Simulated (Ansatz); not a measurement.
Two G0W0 runs on HgC2S2N2 (C2/m).

```yaml
crystal:
  lattice:
    - [5.43900, -2.02100, 0.00000]
    - [5.43900, 2.02100, 0.00000]
    - [-0.59217, 0.00000, 6.40770]
  atoms:
    - { symbol: Hg, position: [0.00000, 0.00000, 0.00000] }
    - { symbol: C, position: [0.26615, 0.26615, 0.22334] }
    - { symbol: C, position: [0.73385, 0.73385, 0.77666] }
    - { symbol: S, position: [0.13201, 0.13201, 0.32598] }
    - { symbol: S, position: [0.86799, 0.86799, 0.67402] }
    - { symbol: N, position: [0.36340, 0.36340, 0.15691] }
    - { symbol: N, position: [0.63660, 0.63660, 0.84309] }
```

Geometry: measured cell, ions relaxed with PBE. The runs that relaxed it are not among those shown. Spin-orbit coupling is left out unless a run names it.

The first (Ansatz 0.2.0; start PBE, 4×4×2 mesh, 319 empty bands, screening to 100 eV, norm-conserving files; 1 × NVIDIA H100 80GB HBM3 (shared by 6 runs) with 2 threads of AMD EPYC 7R13 (Zen 3), shared host) gave, on its mesh: starting gap 2.21 eV, G0W0 gap 3.99 eV, RPA ε∞ (mean) 3.68, 64 s.

The second changes files from norm-conserving to PAW set soft_1 and frequency model from contour deformation to plasmon pole. What does it give?

It gave: starting gap 2.21 eV, G0W0 gap 4.07 eV, RPA ε∞ (mean) 3.68, 39 s. The G0W0 gap moves by +0.08 eV, −0.003 eV from the start and +0.08 eV from the correction. Σc changes by +0.01 eV at the valence top and +0.09 eV at the conduction bottom, and Σx − Vxc between them by +0.0005 eV.

Limits: not at the basis limit; d shell near the gap, gap tends to lie low; no spin-orbit coupling; coarse k mesh.

[Paths, hosts, dates, memory and timing lines, banners, echoed tables and standing remarks are left out of the program output.]

[Logs are printed without paths, hosts, clocks, repeated set-up lines and the standing remarks that a program may print on its own settings, such as how far it seeks lower states.]

[Runs of the session that timed out or met a known fault of the program may be left out.]

[Cells called generated may have been cut or substituted from an entry of the Crystallography Open Database or the Materials Project.]

[Hosts, paths, dates, database ids (printed as entryN), source tags and the programs' standing remarks are cut or masked in the printed files.]
